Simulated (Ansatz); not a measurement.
# Mg3SiO (model cell, started as antiperovskite): a soft mode frozen in, part 2 of 2

Which phase does Mg3SiO (model cell, started as antiperovskite) fall into along its unstable mode, and how much energy does it gain?

Ansatz 0.2.0; DFT PBEsol, scalar-relativistic, plane waves, PAW; PAW set soft_1.

So far, highest frequency on the path or at a solved wavevector (cm⁻¹): step 2 (response at finite wavevector) 481. Also lowest frequency on the path (cm⁻¹): step 2 -46.3.

The structure was built from a prototype and need not be the compound's stable phase.

### 3. The mode frozen in, largest atomic shift 0 Å

The mode followed lies at q = (0.25, -0.5, -0.5) with frequency 38.6i cm⁻¹, one of the unstable modes though not the softest. At small amplitude the distorted cell has space group no. 140 by a symmetry search on the positions. The undistorted cell that holds it gives the zero of energy on the same k mesh.

System of this step: Mg3SiO (model cell, started as antiperovskite). It takes space group Pm-3m (No. 221, cubic). Conventional cell: a = 4.189 Å, b = 4.189 Å, c = 4.189 Å, α = 90.00°, β = 90.00°, γ = 90.00°. Nearest to Si lie 12 Mg at 2.96 Å. Nearest to O lie 6 Mg at 2.09 Å. Nearest to Mg lie 2 O at 2.09 Å and 8 Mg at 2.96 Å and 4 Si at 2.96 Å. Mg has 2 O at 2.09 Å and 4 Si at 2.96 Å and 8 Mg at 2.96 Å nearest. Farther neighbours and most contacts between anions are not listed.

The input, input.yaml:

```yaml
crystal:
  lattice:
    - [0.0, -4.1890907208, -4.1890907208]
    - [0.0, -4.1890907208, 4.1890907208]
    - [-8.3781814416, -4.1890907208, 0.0]
  atoms:
    - { symbol: Si, position: [0.75, 0.75, 0.5] }
    - { symbol: Si, position: [0.25, 0.25, 0.5] }
    - { symbol: Si, position: [0.5, 0.5, 0.0] }
    - { symbol: Si, position: [0.0, 0.0, 0.0] }
    - { symbol: O, position: [0.375, 0.875, 0.25] }
    - { symbol: O, position: [0.875, 0.375, 0.25] }
    - { symbol: O, position: [0.125, 0.625, 0.75] }
    - { symbol: O, position: [0.625, 0.125, 0.75] }
    - { symbol: Mg, position: [0.625, 0.625, 0.25] }
    - { symbol: Mg, position: [0.125, 0.125, 0.25] }
    - { symbol: Mg, position: [0.375, 0.375, 0.75] }
    - { symbol: Mg, position: [0.875, 0.875, 0.75] }
    - { symbol: Mg, position: [0.625, 0.125, 0.25] }
    - { symbol: Mg, position: [0.125, 0.625, 0.25] }
    - { symbol: Mg, position: [0.375, 0.875, 0.75] }
    - { symbol: Mg, position: [0.875, 0.375, 0.75] }
    - { symbol: Mg, position: [0.25, 0.75, 0.5] }
    - { symbol: Mg, position: [0.75, 0.25, 0.5] }
    - { symbol: Mg, position: [0.0, 0.5, 0.0] }
    - { symbol: Mg, position: [0.5, 0.0, 0.0] }
kpoints:
  mp_grid: { grid: [6, 6, 6] }
hamiltonian:
  xc: pbesol
  pseudopotentials: { kind: paw, azcp: { folder: soft_1 }, xc_functional: pbe }
scf:
  occupations: { method: methfessel_paxton, width: 0.2 }
output:
  forces: true
  stress: true
  eigenvalues: true
```

Launch:

```console
$ ansatz run input.yaml --threads 8 --pin off --max-ram 16384MiB --backend cpu --events-out ev --progress --plain --runs-dir out
```

Numbers of over 12 decimals in the logs are rounded to 6 here.

Log:

```text
[...]
Crystal: 20 atoms, lattice volume = 294.049 Å³
Basis set: ecut = 420 eV, 5713 PW (Γ), exchange–correlation on 80×80×128 points (8 copies of the dense FFT grid, shifted against one another)
Bands: 100, of which v1, the nominal top of the filled ones, is band 80 counted from 1 (79 counted from 0)
Symmetry: 64 space group operations
[...]
k-points: 30 of 216
[...]
k-point 0: bands = [... 76 lower, 8.0317, 8.2588, 8.2588, 8.2594, 9.2102, 9.2102, 9.3008, 9.3012, ... 16 higher]
  k-point 1: bands = [... 76 lower, 8.0494, 8.0494, 8.2461, 8.2461, 8.7415, 9.3509, 9.7440, 9.7442, ... 16 higher]
  k-point 2: bands = [... 76 lower, 8.0961, 8.2096, 8.2096, 8.4189, 8.4330, 9.4976, 10.0110, 10.2133, ... 16 higher]
  k-point 29: bands = [... 76 lower, 8.0743, 8.1978, 8.5790, 8.6280, 8.8472, 9.2278, 10.7049, 10.9869, ... 16 higher]
[key lines of the parts left out:]
SCF converged after 9 iterations
Free energy (F): -27684.619043 eV
Fermi energy:    8.670670 eV
P = ⅓ Tr σ = -0.0089 GPa (-0.089 kbar)
```

The job ended after 6.9 s (8 threads of Arm Neoverse V2, shared host; peak memory 1.6 GiB; 53 s of CPU time).

This step gave:

| Property | Result |
| --- | --- |
| pressure | -0.008923 GPa |
| energy from the undistorted cell | 0 meV/atom |

The run ends at a pressure of -0.01 GPa.

### 4. The mode frozen in, largest atomic shift 0.22 Å

The atoms are moved along the unstable eigenvector, the largest shift by 0.22 Å, with the cell fixed.

Edit input.yaml of step 3 so:

```diff
@@ -14,10 +14,10 @@
     - { symbol: O, position: [0.625, 0.125, 0.75] }
-    - { symbol: Mg, position: [0.625, 0.625, 0.25] }
-    - { symbol: Mg, position: [0.125, 0.125, 0.25] }
-    - { symbol: Mg, position: [0.375, 0.375, 0.75] }
-    - { symbol: Mg, position: [0.875, 0.875, 0.75] }
-    - { symbol: Mg, position: [0.625, 0.125, 0.25] }
-    - { symbol: Mg, position: [0.125, 0.625, 0.25] }
-    - { symbol: Mg, position: [0.375, 0.875, 0.75] }
-    - { symbol: Mg, position: [0.875, 0.375, 0.75] }
+    - { symbol: Mg, position: [0.6512586817, 0.6512586817, 0.25] }
+    - { symbol: Mg, position: [0.0987413183, 0.0987413183, 0.25] }
+    - { symbol: Mg, position: [0.3487413183, 0.3487413183, 0.75] }
+    - { symbol: Mg, position: [0.9012586817, 0.9012586817, 0.75] }
+    - { symbol: Mg, position: [0.5987413183, 0.1512586817, 0.25] }
+    - { symbol: Mg, position: [0.1512586817, 0.5987413183, 0.25] }
+    - { symbol: Mg, position: [0.4012586817, 0.8487413183, 0.75] }
+    - { symbol: Mg, position: [0.8487413183, 0.4012586817, 0.75] }
     - { symbol: Mg, position: [0.25, 0.75, 0.5] }
```

Log:

```text
[...]
Crystal: 20 atoms, lattice volume = 294.049 Å³
Basis set: ecut = 420 eV, 5713 PW (Γ), exchange–correlation on 80×80×128 points (8 copies of the dense FFT grid, shifted against one another)
Bands: 100, of which v1, the nominal top of the filled ones, is band 80 counted from 1 (79 counted from 0)
Symmetry: 16 space group operations
[...]
k-points: 30 of 216
[...]
k-point 0: bands = [... 76 lower, 8.0260, 8.1882, 8.2501, 8.2501, 9.2321, 9.2340, 9.2619, 9.2814, ... 16 higher]
  k-point 1: bands = [... 76 lower, 8.0435, 8.0435, 8.2375, 8.2375, 8.7648, 9.3305, 9.6992, 9.7658, ... 16 higher]
  k-point 2: bands = [... 76 lower, 8.0895, 8.2015, 8.2015, 8.3383, 8.4421, 9.4718, 10.0138, 10.1719, ... 16 higher]
  k-point 29: bands = [... 76 lower, 8.0642, 8.1778, 8.5640, 8.6256, 8.8275, 9.2108, 10.6586, 10.9506, ... 16 higher]
[key lines of the parts left out:]
SCF converged after 9 iterations
Free energy (F): -27684.627663 eV
Fermi energy:    8.642529 eV
P = ⅓ Tr σ = 0.2314 GPa (2.314 kbar)
```

The job ended after 6.8 s (8 threads; peak memory 1.6 GiB).

This step gave:

- pressure: 0.2314 GPa
- energy from the undistorted cell: -0.453 meV/atom

The energy, extrapolated to zero smearing, is -0.45 meV/atom against the undistorted cell.

The run ends at a pressure of 0.23 GPa, with forces up to 0.012 eV/Å.

### 5. Energy along the mode, all amplitudes (two of the runs are shown above)

An imaginary frequency means negative curvature, so the energy should fall and then rise again as anharmonic terms take over.

Numbers from this step:

| Quantity | Value |
| --- | --- |
| depth at the lowest point sampled | 0.453 meV/atom |
| largest atomic shift at that point | 0.22 Å |

Energy from the parent against largest atomic shift:

```
largest atomic shift (Å)  energy from the parent (meV/atom)
                   0.000                                  0
                   0.040                             -0.044
                   0.080                             -0.163
                   0.140                             -0.402
                   0.220                             -0.453
                   0.320                               1.24
                   0.450                               10.9
```

Displacement at unit largest shift by atom:

```
atom  x (Å)  y (Å)  z (Å)  size
 Si1   0.00   0.00   0.00  0.00
 Si2   0.00   0.00   0.00  0.00
 Si3   0.00   0.00   0.00  0.00
 Si4   0.00   0.00   0.00  0.00
  O5   0.00   0.00   0.00  0.00
  O6   0.00   0.00   0.00  0.00
  O7   0.00   0.00   0.00  0.00
  O8   0.00   0.00   0.00  0.00
 Mg9   0.00  -1.00   0.00  1.00
Mg10   0.00   1.00   0.00  1.00
Mg11   0.00   1.00   0.00  1.00
Mg12   0.00  -1.00   0.00  1.00
Mg13   0.00   0.00   1.00  1.00
Mg14   0.00   0.00  -1.00  1.00
Mg15   0.00   0.00  -1.00  1.00
Mg16   0.00   0.00   1.00  1.00
Mg17   0.00   0.00   0.00  0.00
Mg18   0.00   0.00   0.00  0.00
Mg19   0.00   0.00   0.00  0.00
Mg20   0.00   0.00   0.00  0.00
```

The lowest of the steps tried is at 0.22 Å, 0.453 meV/atom below the parent; the bottom of the well need not coincide with a step.

### 6. Relaxing from the distorted cell

Starting from the lowest point found, all atoms and the cell are let go, so that strain and other modes of the same symmetry can join in.

Edit input.yaml of step 4 so:

```diff
@@ -37 +37,6 @@
   eigenvalues: true
+relax:
+  adjacent_minimum: "off"
+  f_tol: 0.002
+  max_steps: 120
+  cell: { stress_tol: 0.03 }
```

Log:

```text
[...]
Crystal: 20 atoms, lattice volume = 294.049 Å³
Basis set: ecut = 420 eV, 5713 PW (Γ), exchange–correlation on 80×80×128 points (8 copies of the dense FFT grid, shifted against one another)
Bands: 100, of which v1, the nominal top of the filled ones, is band 80 counted from 1 (79 counted from 0)
Symmetry: 16 space group operations
[...]
k-points: 30 of 216
[...]
SCF iter   1: F=—  HF=-27691.643224 eV  |F-HF|=—  |Δ(HF+E_count)|=         —  Δρ=9.72e-2  dr2=3.48e1  ethr=3.10e-3  ⟨swp⟩=9.3  Hψ=13706  notcnv=0
[...]
SCF iter   9: F=-27684.627663 eV  HF=-27684.627663 eV  |F-HF|=2.45e-8  |Δ(HF+E_count)|=   8.57e-8  S|Δr|=    0.00e0  Δρ=2.11e-6  dr2=3.51e-8  ethr=6.25e-11  ⟨swp⟩=12.1  Hψ=14787  notcnv=0
SCF 1 converged in 9 iterations: F = -27684.627663 eV  dr2 = 3.51e-8
[...]
relax step   1: F+E_penalty+E_count = -27684.62766273 eV  Δ(F+E_penalty+E_count) = +0.000e0 eV  max|allowed force component| = 1.099e-2 eV/Å  Δτ_max = 0.0000 Å  P = +0.231 GPa  Ω = 294.049 Å³  (9 SCF iters, dr2 threshold 1.00e-7 eV, accepted)
Crystal: 20 atoms, lattice volume = 294.593 Å³
Basis set: ecut = 420 eV, 5709 PW (Γ), exchange–correlation on 80×80×128 points (8 copies of the dense FFT grid, shifted against one another)
[...]
SCF iter   4: F=-27684.630293 eV  HF=-27684.630293 eV  |F-HF|=4.92e-7  |Δ(HF+E_count)|=   1.30e-6  S|Δr|=    0.00e0  Δρ=1.63e-5  dr2=6.85e-7  ethr=1.08e-9  ⟨swp⟩=6.6  Hψ=11286  notcnv=0
SCF 2 converged in 4 iterations: F = -27684.630293 eV  dr2 = 6.85e-7
[...]
relax step   2: F+E_penalty+E_count = -27684.63029261 eV  Δ(F+E_penalty+E_count) = -2.630e-3 eV  max|allowed force component| = 6.233e-3 eV/Å  Δτ_max = 0.0015 Å  P = +0.064 GPa  Ω = 294.593 Å³  energy of the carried Pulay correction = -3.673e-4 eV  (4 SCF iters, dr2 threshold 1.72e-6 eV, accepted)
Crystal: 20 atoms, lattice volume = 294.715 Å³
Basis set: ecut = 420 eV, 5693 PW (Γ), exchange–correlation on 80×80×128 points (8 copies of the dense FFT grid, shifted against one another)
[...]
SCF iter   4: F=-27684.631598 eV  HF=-27684.631598 eV  |F-HF|=1.50e-7  |Δ(HF+E_count)|=   1.96e-6  S|Δr|=    0.00e0  Δρ=9.38e-6  dr2=2.50e-7  ethr=2.72e-10  ⟨swp⟩=4.7  Hψ=12818  notcnv=0
SCF 3 converged in 4 iterations: F = -27684.631598 eV  dr2 = 2.50e-7
[...]
relax step   3: F+E_penalty+E_count = -27684.63159772 eV  Δ(F+E_penalty+E_count) = -1.305e-3 eV  max|allowed force component| = 5.310e-3 eV/Å  Δτ_max = 0.0017 Å  P = +0.017 GPa  Ω = 294.715 Å³  energy of the carried Pulay correction = -4.496e-4 eV  (4 SCF iters, dr2 threshold 4.36e-7 eV, accepted)
[...]
relax step   4: F+E_penalty+E_count = -27684.63157367 eV  Δ(F+E_penalty+E_count) = +2.405e-5 eV  max|allowed force component| = 2.687e-3 eV/Å  Δτ_max = 0.0011 Å  P = -0.001 GPa  Ω = 294.777 Å³  energy of the carried Pulay correction = -4.917e-4 eV  (7 SCF iters, dr2 threshold 1.76e-9 eV, accepted)
[...]
relax step   5: F+E_penalty+E_count = -27684.63159254 eV  Δ(F+E_penalty+E_count) = -1.887e-5 eV  max|allowed force component| = 1.851e-4 eV/Å  Δτ_max = 0.0015 Å  P = +0.000 GPa  Ω = 294.762 Å³  energy of the carried Pulay correction = -4.816e-4 eV  (7 SCF iters, dr2 threshold 4.51e-10 eV, accepted)
[...]
SCF iter   6: F=-27684.632197 eV  HF=-27684.632197 eV  |F-HF|=0.00e0  |Δ(HF+E_count)|=  1.09e-11  S|Δr|=    0.00e0  Δρ=3.19e-8  dr2=1.76e-11  ethr=1.00e-12  ⟨swp⟩=4.0  Hψ=8556  notcnv=0
SCF 6 converged in 6 iterations: F = -27684.632197 eV  dr2 = 1.76e-11
relax step   6: F+E_penalty+E_count = -27684.63219720 eV  Δ(F+E_penalty+E_count) = -6.047e-4 eV  max|allowed force component| = 1.898e-4 eV/Å  Δτ_max = 0.0000 Å  P = +0.003 GPa  Ω = 294.762 Å³  stress off target by 1.01e-2 GPa  SCF on the basis re-selected at this cell (its energy is not comparable with the rows above)  (6 SCF iters)
basis re-selected at this cell: Δ(F+E_penalty+E_count) = -6.047e-4 eV, ΔP = +0.003 GPa vs the last step (what re-selecting the basis moved, of the pressure what is left beyond the Pulay correction that the steps carried, after the strain that the cell walked since its last selection, with what the two solves' SCF thresholds leave and, on support functions, any second-order correction that the steps lacked; it is no m [...]
SCF converged after 6 iterations
[...]
Free energy (F): -27684.632197 eV
[...]
Internal energy: -27684.634244 eV  (E = F + TS)
E sigma→0 (E₀):  -27684.632709 eV
Entropy (-TS):   0.002047 eV (0.102 meV/atom)
Fermi energy:    8.616131 eV
[...]
--- Forces (eV/Å), atoms counted from 1 ---
  atom   1  Si     0.00000000    -0.00000000     0.00000000
  atom   2  Si    -0.00000000     0.00000000    -0.00000000
  atom   3  Si     0.00000000     0.00000000     0.00000000
  atom   4  Si     0.00000000     0.00000000    -0.00000000
  atom   5  O     -0.00006418    -0.00000000     0.00000000
  atom   6  O     -0.00006418     0.00000000    -0.00000000
  atom   7  O      0.00006418    -0.00000000     0.00000000
  atom   8  O      0.00006418     0.00000000    -0.00000000
  atom   9  Mg    -0.00003266     0.00018981     0.00000000
  atom  10  Mg    -0.00003266    -0.00018981    -0.00000000
  atom  11  Mg     0.00003266    -0.00018981    -0.00000000
  atom  12  Mg     0.00003266     0.00018981     0.00000000
  atom  13  Mg    -0.00003266     0.00000000    -0.00018981
  atom  14  Mg    -0.00003266    -0.00000000     0.00018981
  atom  15  Mg     0.00003266    -0.00000000     0.00018981
  atom  16  Mg     0.00003266     0.00000000    -0.00018981
  atom  17  Mg    -0.00000000     0.00000000    -0.00000000
  atom  18  Mg     0.00000000    -0.00000000     0.00000000
  atom  19  Mg     0.00000000    -0.00000000    -0.00000000
  atom  20  Mg    -0.00000000     0.00000000     0.00000000
  max |Σ_I F_I| component: 3.96e-18 eV/Å
--- Stress (GPa, compression-positive) ---
        0.010061       0.000000       0.000000
        0.000000      -0.000144      -0.000000
        0.000000      -0.000000      -0.000144
  P = ⅓ Tr σ = 0.0033 GPa (0.033 kbar)
--- Band table (eV; the first three rows and the last of 30) ---
  k-point 0: bands = [... 76 lower, 8.0150, 8.1273, 8.2424, 8.2424, 9.1985, 9.1987, 9.2015, 9.2920, ... 16 higher]
  k-point 1: bands = [... 76 lower, 8.0326, 8.0326, 8.2295, 8.2295, 8.7339, 9.3404, 9.6563, 9.7308, ... 16 higher]
  k-point 2: bands = [... 76 lower, 8.0790, 8.1926, 8.1926, 8.2847, 8.4130, 9.4796, 10.0143, 10.1489, ... 16 higher]
  k-point 29: bands = [... 76 lower, 8.0713, 8.1821, 8.5334, 8.6203, 8.8214, 9.1704, 10.6304, 10.8956, ... 16 higher]
--- Relaxed structure (5 steps of the walk, 5 accepted, 1 SCFs on fresh bases) ---
  F+E_penalty+E_count = -27684.63219720 eV   max|allowed force component| = 1.898e-4 eV/Å   (the final SCF, on the basis selected at the relaxed cell)
  cell:  # Å, volume = 294.7624 Å³
    - [0, -4.183066, -4.183066]
    - [0, -4.183066, 4.183066]
    - [-8.422726, -4.183066, 0]
  atoms:
    - { symbol: Si, position: [0.75, 0.75, 0.5] }
    - { symbol: Si, position: [0.25, 0.25, 0.5] }
    - { symbol: Si, position: [0.5, 0.5, 0] }
    - { symbol: Si, position: [0, 0, 0] }
    - { symbol: O, position: [0.375030, 0.875030, 0.249940] }
    - { symbol: O, position: [0.875030, 0.375030, 0.249940] }
    - { symbol: O, position: [0.124970, 0.624970, 0.750060] }
    - { symbol: O, position: [0.624970, 0.124970, 0.750060] }
    - { symbol: Mg, position: [0.650780, 0.650780, 0.249908] }
    - { symbol: Mg, position: [0.099311, 0.099311, 0.249908] }
    - { symbol: Mg, position: [0.349220, 0.349220, 0.750092] }
    - { symbol: Mg, position: [0.900689, 0.900689, 0.750092] }
    - { symbol: Mg, position: [0.599311, 0.150780, 0.249908] }
    - { symbol: Mg, position: [0.150780, 0.599311, 0.249908] }
    - { symbol: Mg, position: [0.400689, 0.849220, 0.750092] }
    - { symbol: Mg, position: [0.849220, 0.400689, 0.750092] }
    - { symbol: Mg, position: [0.250000, 0.750000, 0.5] }
    - { symbol: Mg, position: [0.750000, 0.250000, 0.5] }
    - { symbol: Mg, position: [0.0, 0.5, 0] }
    - { symbol: Mg, position: [0.5, 0.0, 0] }
```

Run time: 39 s. Hardware: 8 threads; peak memory 1.7 GiB.

The steps of the relaxation:

```
step  energy less that of the first step (eV)  largest force component (eV/Å)  pressure (GPa)  volume (Å³)
   1                                   0.0000                          0.0110            0.23       294.05
   2                                  -0.0026                          0.0062            0.06       294.59
   3                                  -0.0039                          0.0053            0.02       294.71
   4                                  -0.0039                          0.0027            0.00       294.78
   5                                  -0.0039                          0.0002            0.00       294.76
  6*                                  -0.0045                          0.0002            0.00       294.76
```

Relaxation steps marked * repeat the geometry before them on a plane-wave basis chosen anew for their cell, so energy and pressure can jump there.

The run keeps the 16 symmetry operations that it works with, so distortions that break them were not tested.

```
conventional cell, symmetrised  before   after  change
                         a (Å)   5.924   5.916  -0.1 %
                         b (Å)   5.924   5.916  -0.1 %
                         c (Å)  16.756  16.845  +0.5 %
              volume (Å³/atom)   14.70   14.74  +0.2 %
```

Final coordinates:

```xyz
20
Lattice="0.0000 -4.1831 -4.1831 0.0000 -4.1831 4.1831 -8.4227 -4.1831 0.0000" Properties=species:S:1:pos:R:3 pbc="T T T"
Si   -4.2114   -8.3661    0.0000
Si   -4.2114   -4.1831    0.0000
Si    0.0000   -4.1831    0.0000
Si    0.0000    0.0000    0.0000
O    -2.1052   -6.2746    2.0915
O    -2.1052   -6.2746   -2.0915
O    -6.3175   -6.2746    2.0915
O    -6.3175   -6.2746   -2.0915
Mg   -2.1049   -6.4899    0.0000
Mg   -2.1049   -1.8762    0.0000
Mg   -6.3178   -6.0593    0.0000
Mg   -6.3178  -10.6730    0.0000
Mg   -2.1049   -4.1831   -1.8762
Mg   -2.1049   -4.1831    1.8762
Mg   -6.3178   -8.3661    1.8762
Mg   -6.3178   -8.3661   -1.8762
Mg   -4.2114   -6.2746    2.0915
Mg   -4.2114   -6.2746   -2.0915
Mg    0.0000   -2.0915    2.0915
Mg    0.0000   -2.0915   -2.0915
```

Numbers from this step:

```
pressure        : 0.003258 GPa
volume per atom : 14.74 Å³
```

The distorted start has space group I4/mcm; the relaxation ends in I4/mcm.

### 7. The phases reached

The phases reached along the modes that were followed are set side by side.

Energies are those of the first relaxation, on the mesh of the frozen mode; space group, volume and gap are those of the last relaxation. Phases, by row:

```
                  mode frozen in  space group  energy from parent (meV/atom)  volume (Å³/atom)  gap on mesh (eV)  lowest zone-centre optical mode (cm⁻¹)  largest shift (Å)
                          parent        Pm-3m                              0              14.7                 0                                       –                  –
   q = (0, -0.5, -0.5), 46i cm⁻¹       P4/mbm                           -0.9             14.74                 0                                    69.1              0.229
q = (0.25, -0.5, -0.5), 39i cm⁻¹       I4/mcm                          -0.69             14.74                 0                                       –              0.215
```

### 8. What came out

| Property | Result |
| --- | --- |
| unstable mode of the parent | q = (0.25, -0.5, -0.5), 39i cm⁻¹ |
| depth at the lowest point sampled | 0.453 meV/atom |
| largest atomic shift at that point | 0.22 Å |
| space group reached (within 0.01 Å) | I4/mcm |
| energy gained over the parent (first relaxation, on the mesh of the frozen mode) | 0.690 meV/atom |
| volume per atom, phase reached | 14.7 Å³ |

Along this mode the structure falls into I4/mcm, 0.690 meV/atom below the parent. At the parent's cell the well is 0.453 meV/atom deep on the steps tried, with its lowest point at a shift of 0.22 Å. Relaxing atoms and cell changes the gain by +0.24 meV/atom against the lowest step (energies at zero smearing). The modes of the phase reached were not computed on this path. How so shallow a well moves with the k mesh was not tested. Of the 2 patterns followed to their end from this parent, this one ends 0.212 meV/atom above the lowest, P4/mbm. Another end point lies within 1 meV/atom; how such a difference moves with mesh and cutoff was not tested. Each path keeps the symmetry of its pattern, so a lower phase may lie along a pattern not tried. With no gap, or one that is small against the smearing, the frequencies hang on the k mesh and the smearing, most of all near Kohn anomalies. The PAW files were made for PBE and serve the other functionals too. A phonon run warned that its eigensolver left some bands unconverged in a pass. The starting cell was built on a prototype and not taken from a measurement, so the phase need not exist.

[Logs are printed without paths, hosts, clocks, repeated set-up lines and the standing remarks that a program may print on its own settings, such as how far it seeks lower states.]

[Hosts, paths, dates, database ids (printed as entryN), source tags and the programs' standing remarks are cut or masked in the printed files.]
